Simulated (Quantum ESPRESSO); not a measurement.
# SiC (F-43m): phonons against volume, part 3 of 8

Wanted: mode Grüneisen parameters of SiC and a free-energy fit over volumes.

Quantum ESPRESSO 7.5; DFT LDA, scalar-relativistic, plane waves, GBRV ultrasoft pseudopotentials.

So far. Step 2 (Probe on a coarse mesh): The start is under -4.5 GPa at this level and looks like an insulator or semiconductor on this mesh. Step 3 (Finding the static equilibrium): After the last step pw.x solved the final cell once more on a basis chosen for it, which moves the energy without moving the atoms.

## (4) Ground state at this cell

A tight ground state at this cell gives the energy of this member; its pressure is the stress at this cutoff, which can carry an offset from the finite basis.

Input file scf.in:

```
 &control
    calculation='scf',
    prefix='x',
    outdir='./tmp',
    pseudo_dir='./pseudo',
    tprnfor=.true.,
    tstress=.true.,
 /
 &system
    ibrav=0,
    nat=2,
    ntyp=2,
    ecutwfc=45.0,
    ecutrho=270.0,
    occupations='fixed',
    nbnd=6,
 /
 &electrons
    conv_thr=1.0d-12,
    mixing_beta=0.7,
    electron_maxstep=100,
 /
ATOMIC_SPECIES
 Si     28.0850  Si.upf
 C      12.0110  C.upf
CELL_PARAMETERS angstrom
     0.000000000    2.164116584    2.164116584
     2.164116584    0.000000000    2.164116584
     2.164116584    2.164116584    0.000000000
ATOMIC_POSITIONS crystal
 Si     0.000000000   0.000000000   0.000000000
 C      0.250000000   0.250000000   0.250000000
K_POINTS automatic
 12 12 12 0 0 0
```

On the command line:

```sh
> OMP_NUM_THREADS=1 mpirun -n 8 pw.x -nk 8 -in scf.in > scf.out
```

The log of the run:

```text
[banner, memory and clock lines left out]
Program PWSCF v.7.5

     Message from routine setup:
     using ibrav=0 with symmetry is DISCOURAGED, use correct ibrav instead

     G-vector sticks info

     bravais-lattice index     =            0
     lattice parameter (alat)  =       5.7836  a.u.
     unit-cell volume          =     136.7945 (a.u.)^3
     number of atoms/cell      =            2
     number of atomic types    =            2
     number of electrons       =         8.00
     number of Kohn-Sham states=            6
     kinetic-energy cutoff     =      45.0000  Ry
     charge density cutoff     =     270.0000  Ry
     scf convergence threshold =      1.0E-12
     mixing beta               =       0.7000
     number of iterations used =            8  plain     mixing
     Exchange-correlation= SLA  PZ   NOGX NOGC
                           (   1   1   0   0   0   0   0)

     celldm(1)=   5.783550  celldm(2)=   0.000000  celldm(3)=   0.000000
     celldm(4)=   0.000000  celldm(5)=   0.000000  celldm(6)=   0.000000

     crystal axes: (cart. coord. in units of alat)
               a(1) = (   0.000000   0.707107   0.707107 )
               a(2) = (   0.707107   0.000000   0.707107 )
               a(3) = (   0.707107   0.707107   0.000000 )

     reciprocal axes: (cart. coord. in units 2 pi/alat)
               b(1) = ( -0.707107  0.707107  0.707107 )
               b(2) = (  0.707107 -0.707107  0.707107 )
               b(3) = (  0.707107  0.707107 -0.707107 )

     PseudoPot. # 1 for Si read from file:
     ./pseudo/Si.upf
     Pseudo is Ultrasoft + core correction, Zval =  4.0
     Using radial grid of  899 points,  6 beta functions with:
                l(1) =   0
                l(2) =   0
                l(3) =   1
                l(4) =   1
                l(5) =   2
                l(6) =   2
     Q(r) pseudized with  8 coefficients,  rinner =    0.900   0.900   0.900
                                                       0.900   0.900

     PseudoPot. # 2 for C  read from file:
     ./pseudo/C.upf
     Pseudo is Ultrasoft + core correction, Zval =  4.0
     Using radial grid of  721 points,  4 beta functions with:
                l(1) =   0
                l(2) =   0
                l(3) =   1
                l(4) =   1
     Q(r) pseudized with  8 coefficients,  rinner =    1.100   1.100   1.100

     atomic species   valence    mass     pseudopotential
     Si                4.00    28.08500     Si( 1.00)
     C                 4.00    12.01100     C ( 1.00)

     24 Sym. Ops. (no inversion) found

   Cartesian axes

     site n.     atom                  positions (alat units)
         1        Si     tau(   1) = (   0.0000000   0.0000000   0.0000000  )
         2        C      tau(   2) = (   0.3535534   0.3535534   0.3535534  )

     number of k points=    72
                       cart. coord. in units 2pi/alat
        k(    1) = (   0.0000000   0.0000000   0.0000000), wk =   0.0011574
        k(    2) = (   0.0589256   0.0589256  -0.0589256), wk =   0.0092593
        k(    3) = (   0.1178511   0.1178511  -0.1178511), wk =   0.0092593
        k(    4) = (   0.1767767   0.1767767  -0.1767767), wk =   0.0092593
        k(    5) = (   0.2357023   0.2357023  -0.2357023), wk =   0.0092593
        k(    6) = (   0.2946278   0.2946278  -0.2946278), wk =   0.0092593
        k(    7) = (  -0.3535534  -0.3535534   0.3535534), wk =   0.0046296
        k(    8) = (   0.1178511   0.0000000  -0.0000000), wk =   0.0069444
        k(    9) = (   0.1767767   0.0589256  -0.0589256), wk =   0.0277778
        k(   10) = (   0.2357023   0.1178511  -0.1178511), wk =   0.0277778
        k(   11) = (   0.2946278   0.1767767  -0.1767767), wk =   0.0277778
        k(   12) = (   0.3535534   0.2357023  -0.2357023), wk =   0.0277778
        k(   13) = (  -0.2946278  -0.4124790   0.4124790), wk =   0.0277778
        k(   14) = (  -0.2357023  -0.3535534   0.3535534), wk =   0.0277778
        k(   15) = (  -0.1767767  -0.2946278   0.2946278), wk =   0.0277778
        k(   16) = (  -0.1178511  -0.2357023   0.2357023), wk =   0.0277778
[...]
k(   65) = (  -0.2357023  -0.4714045   0.7071068), wk =   0.0277778
        k(   66) = (  -0.1767767  -0.4124790   0.6481812), wk =   0.0555556
        k(   67) = (  -0.1178511  -0.3535534   0.5892557), wk =   0.0277778
        k(   68) = (  -0.1178511  -0.4714045   0.7071068), wk =   0.0277778
        k(   69) = (  -0.0589256  -0.4124790   0.6481812), wk =   0.0555556
        k(   70) = (   0.0000000  -0.3535534   0.5892557), wk =   0.0277778
        k(   71) = (  -0.7071068   0.2357023   0.0000000), wk =   0.0138889
        k(   72) = (  -0.7071068   0.3535534   0.0000000), wk =   0.0069444

     Dense  grid:    10177 G-vectors     FFT dimensions: (  32,  32,  32)

     Smooth grid:     5601 G-vectors     FFT dimensions: (  25,  25,  25)

     Initial potential from superposition of free atoms

     starting charge       7.9994, renormalised to       8.0000
     Starting wfcs are    8 randomized atomic wfcs

     per-process dynamical memory:    14.4 Mb

     Self-consistent Calculation

     iteration #  1     ecut=    45.00 Ry     beta= 0.70
     Davidson diagonalization with overlap
     ethr =  1.00E-02,  avg # of iterations =  3.1

     total energy              =     -21.03097061 Ry
     estimated scf accuracy    <       0.46454790 Ry

     iteration #  2     ecut=    45.00 Ry     beta= 0.70
     Davidson diagonalization with overlap
     ethr =  5.81E-03,  avg # of iterations =  2.0

     total energy              =     -21.17547180 Ry
     estimated scf accuracy    <       0.16474731 Ry

     iteration #  3     ecut=    45.00 Ry     beta= 0.70
     Davidson diagonalization with overlap
     ethr =  2.06E-03,  avg # of iterations =  1.8

     total energy              =     -21.19923427 Ry
     estimated scf accuracy    <       0.00213804 Ry

     iteration #  4     ecut=    45.00 Ry     beta= 0.70
     Davidson diagonalization with overlap
     ethr =  2.67E-05,  avg # of iterations =  4.4

     total energy              =     -21.20020500 Ry
     estimated scf accuracy    <       0.00107688 Ry

     iteration #  5     ecut=    45.00 Ry     beta= 0.70
     Davidson diagonalization with overlap
     ethr =  1.35E-05,  avg # of iterations =  2.2

     total energy              =     -21.20049965 Ry
     estimated scf accuracy    <       0.00006096 Ry

     iteration #  6     ecut=    45.00 Ry     beta= 0.70
     Davidson diagonalization with overlap
     ethr =  7.62E-07,  avg # of iterations =  2.8

     total energy              =     -21.20050777 Ry
[...]
ethr =  2.59E-12,  avg # of iterations =  5.1

     total energy              =     -21.20051005 Ry
     estimated scf accuracy    <          2.4E-09 Ry

     iteration # 10     ecut=    45.00 Ry     beta= 0.70
     Davidson diagonalization with overlap
     ethr =  2.59E-12,  avg # of iterations =  3.1

     total energy              =     -21.20051005 Ry
     estimated scf accuracy    <          4.7E-11 Ry

     iteration # 11     ecut=    45.00 Ry     beta= 0.70
     Davidson diagonalization with overlap
     ethr =  5.90E-13,  avg # of iterations =  1.8

     total energy              =     -21.20051005 Ry
     estimated scf accuracy    <          3.9E-12 Ry

     iteration # 12     ecut=    45.00 Ry     beta= 0.70
     Davidson diagonalization with overlap
     ethr =  1.00E-13,  avg # of iterations =  2.0

     End of self-consistent calculation

          k = 0.0000 0.0000 0.0000 (   725 PWs)   bands (ev):

    -6.0017   9.4767   9.4767   9.4767  16.0032  16.8140

          k = 0.0589 0.0589-0.0589 (   700 PWs)   bands (ev):

    -5.8632   8.7568   9.3808   9.3808  16.1821  17.0030

          k = 0.1179 0.1179-0.1179 (   703 PWs)   bands (ev):

    -5.4517   7.1103   9.1433   9.1433  15.9647  17.3337

          k = 0.1768 0.1768-0.1768 (   697 PWs)   bands (ev):

    -4.7807   5.1694   8.8647   8.8647  15.5977  17.4073

          k = 0.2357 0.2357-0.2357 (   697 PWs)   bands (ev):

    -3.8865   3.2552   8.6252   8.6252  15.2965  17.1284

          k = 0.2946 0.2946-0.2946 (   703 PWs)   bands (ev):

    -2.8885   1.6098   8.4691   8.4691  15.1116  16.8208

          k =-0.3536-0.3536 0.3536 (   700 PWs)   bands (ev):

    -2.3057   0.8061   8.4154   8.4154  15.0503  16.6991

          k = 0.1179 0.0000-0.0000 (   693 PWs)   bands (ev):

    -5.8171   8.9538   9.1309   9.1309  16.1701  16.6114

          k = 0.1768 0.0589-0.0589 (   693 PWs)   bands (ev):

    -5.4965   7.6698   8.7875   9.0501  15.9041  16.8841

          k = 0.2357 0.1179-0.1179 (   693 PWs)   bands (ev):

    -4.9113   5.8532   8.4668   8.8049  15.6566  17.1463

          k = 0.2946 0.1768-0.1768 (   697 PWs)   bands (ev):

    -4.0878   3.9474   8.2439   8.4631  15.3929  16.9299

          k = 0.3536 0.2357-0.2357 (   702 PWs)   bands (ev):

    -3.1039   2.2033   8.1311   8.1540  15.2207  16.5851

          k =-0.2946-0.4125 0.4125 (   697 PWs)   bands (ev):

    -2.2806   1.0218   7.8755   8.2040  15.2048  16.4098

          k =-0.2357-0.3536 0.3536 (   695 PWs)   bands (ev):

    -2.4909   1.3051   7.7375   8.3806  15.3393  16.4806

          k =-0.1768-0.2946 0.2946 (   696 PWs)   bands (ev):

    -3.4405   2.7530   7.7436   8.6536  15.5709  16.8164

          k =-0.1179-0.2357 0.2357 (   701 PWs)   bands (ev):

    -4.3865   4.5758   7.9067   8.9738  15.8694  17.2751

          k =-0.0589-0.1768 0.1768 (   690 PWs)   bands (ev):

[...]
k =-0.0000-0.1179 0.1179 (   695 PWs)   bands (ev):

[...]
k = 0.2357 0.0000-0.0000 (   693 PWs)   bands (ev):

[...]
k = 0.2946 0.0589-0.0589 (   693 PWs)   bands (ev):

[...]
k = 0.3536 0.1179-0.1179 (   690 PWs)   bands (ev):

[...]
k = 0.4125 0.1768-0.1768 (   698 PWs)   bands (ev):

[...]
k =-0.2357-0.4714 0.4714 (   698 PWs)   bands (ev):

[...]
k =-0.1768-0.4125 0.4125 (   696 PWs)   bands (ev):

[...]
k =-0.1179-0.3536 0.3536 (   695 PWs)   bands (ev):

[...]
k =-0.0589-0.2946 0.2946 (   697 PWs)   bands (ev):

[...]
k = 0.0000-0.2357 0.2357 (   698 PWs)   bands (ev):

[...]
k = 0.3536 0.0000 0.0000 (   713 PWs)   bands (ev):

[...]
k = 0.4125 0.0589-0.0589 (   699 PWs)   bands (ev):

[...]
k = 0.4714 0.1179-0.1179 (   694 PWs)   bands (ev):

[...]
k =-0.1768-0.5303 0.5303 (   701 PWs)   bands (ev):

[...]
k =-0.1179-0.4714 0.4714 (   702 PWs)   bands (ev):

[...]
k =-0.0589-0.4125 0.4125 (   695 PWs)   bands (ev):

[...]
k = 0.0000-0.3536 0.3536 (   688 PWs)   bands (ev):

[...]
k = 0.4714 0.0000-0.0000 (   693 PWs)   bands (ev):

[...]
k = 0.5303 0.0589-0.0589 (   695 PWs)   bands (ev):

[...]
k =-0.1179-0.5893 0.5893 (   700 PWs)   bands (ev):

[...]
k =-0.0589-0.5303 0.5303 (   699 PWs)   bands (ev):

[...]
k = 0.5893 0.0000-0.0000 (   700 PWs)   bands (ev):

[...]
k = 0.0000-0.5893 0.5893 (   700 PWs)   bands (ev):

[...]
k =-0.7071 0.0000 0.0000 (   692 PWs)   bands (ev):

[...]
k = 0.2357 0.1179 0.0000 (   689 PWs)   bands (ev):

[...]
k = 0.2946 0.1768-0.0589 (   699 PWs)   bands (ev):

[...]
k = 0.3536 0.2357-0.1179 (   698 PWs)   bands (ev):

[...]
k = 0.3536 0.1179 0.0000 (   691 PWs)   bands (ev):

[...]
k = 0.4125 0.1768-0.0589 (   693 PWs)   bands (ev):

[...]
k = 0.0000-0.2357 0.3536 (   692 PWs)   bands (ev):

[...]
k = 0.4714 0.1179-0.0000 (   700 PWs)   bands (ev):

[...]
k =-0.1179-0.5893 0.7071 (   693 PWs)   bands (ev):

[...]
k =-0.0589-0.5303 0.6482 (   698 PWs)   bands (ev):

[...]
k =-0.0000-0.4714 0.5893 (   704 PWs)   bands (ev):

[...]
k =-0.7071 0.1179-0.0000 (   702 PWs)   bands (ev):

[...]
k =-0.2357-0.4714 0.7071 (   695 PWs)   bands (ev):

[...]
k =-0.1768-0.4125 0.6482 (   701 PWs)   bands (ev):

[...]
k =-0.1179-0.3536 0.5893 (   694 PWs)   bands (ev):

[...]
k =-0.1179-0.4714 0.7071 (   704 PWs)   bands (ev):

    -1.3282   2.6586   4.8807   5.6740  13.6615  16.7297

          k =-0.0589-0.4125 0.6482 (   703 PWs)   bands (ev):

    -0.7740   2.3434   4.2326   5.4613  14.2124  17.8723

          k = 0.0000-0.3536 0.5893 (   698 PWs)   bands (ev):

    -0.9613   2.4794   4.0346   5.8243  14.5480  18.0887

          k =-0.7071 0.2357 0.0000 (   708 PWs)   bands (ev):

    -0.6149   2.1252   4.8713   5.0024  13.4383  16.5599

          k =-0.7071 0.3536 0.0000 (   700 PWs)   bands (ev):

    -0.5457   2.4113   4.3636   4.6852  14.6461  19.0293

     highest occupied, lowest unoccupied level (ev):     9.4767   10.7779

!    total energy              =     -21.20051005 Ry
     estimated scf accuracy    <          3.6E-13 Ry

     The total energy is the sum of the following terms:
     one-electron contribution =       5.71365211 Ry
     hartree contribution      =       2.29871248 Ry
     xc contribution           =      -8.13770126 Ry
     ewald contribution        =     -21.07517339 Ry

     convergence has been achieved in  12 iterations

     Forces acting on atoms (cartesian axes, Ry/au):

     atom    1 type  1   force =    -0.00000000   -0.00000000    0.00000000
     atom    2 type  2   force =     0.00000000    0.00000000   -0.00000000

     Total force =     0.000000     Total SCF correction =     0.000000

     Computing stress (Cartesian axis) and pressure

          total   stress  (Ry/bohr**3)                   (kbar)     P=       -0.08
  -0.00000055  -0.00000000  -0.00000000           -0.08       -0.00       -0.00
  -0.00000000  -0.00000055  -0.00000000           -0.00       -0.08       -0.00
  -0.00000000  -0.00000000  -0.00000055           -0.00       -0.00       -0.08

     XML data file, charge density, pseudopotentials, collected wavefunctions
```

It took 1.9 s on 8 MPI ranks of Arm Neoverse V1, shared host; 14 s of CPU time.

This step gave:

* pressure: -0.008 GPa

On a basis chosen for the relaxed cell the pressure is -0.008 GPa, small enough for phonons.

(Continued in part 4 of 8.)

[Logs are printed without paths, hosts, clocks, repeated set-up lines and the standing remarks that a program may print on its own settings, such as how far it seeks lower states.]

[Hosts, paths, dates, database ids (printed as entryN), source tags and the programs' standing remarks are cut or masked in the printed files.]

[A step with changed settings may run another functional than the one named; its input shows which.]

[Of the runs on displaced cells, only some may be shown.]
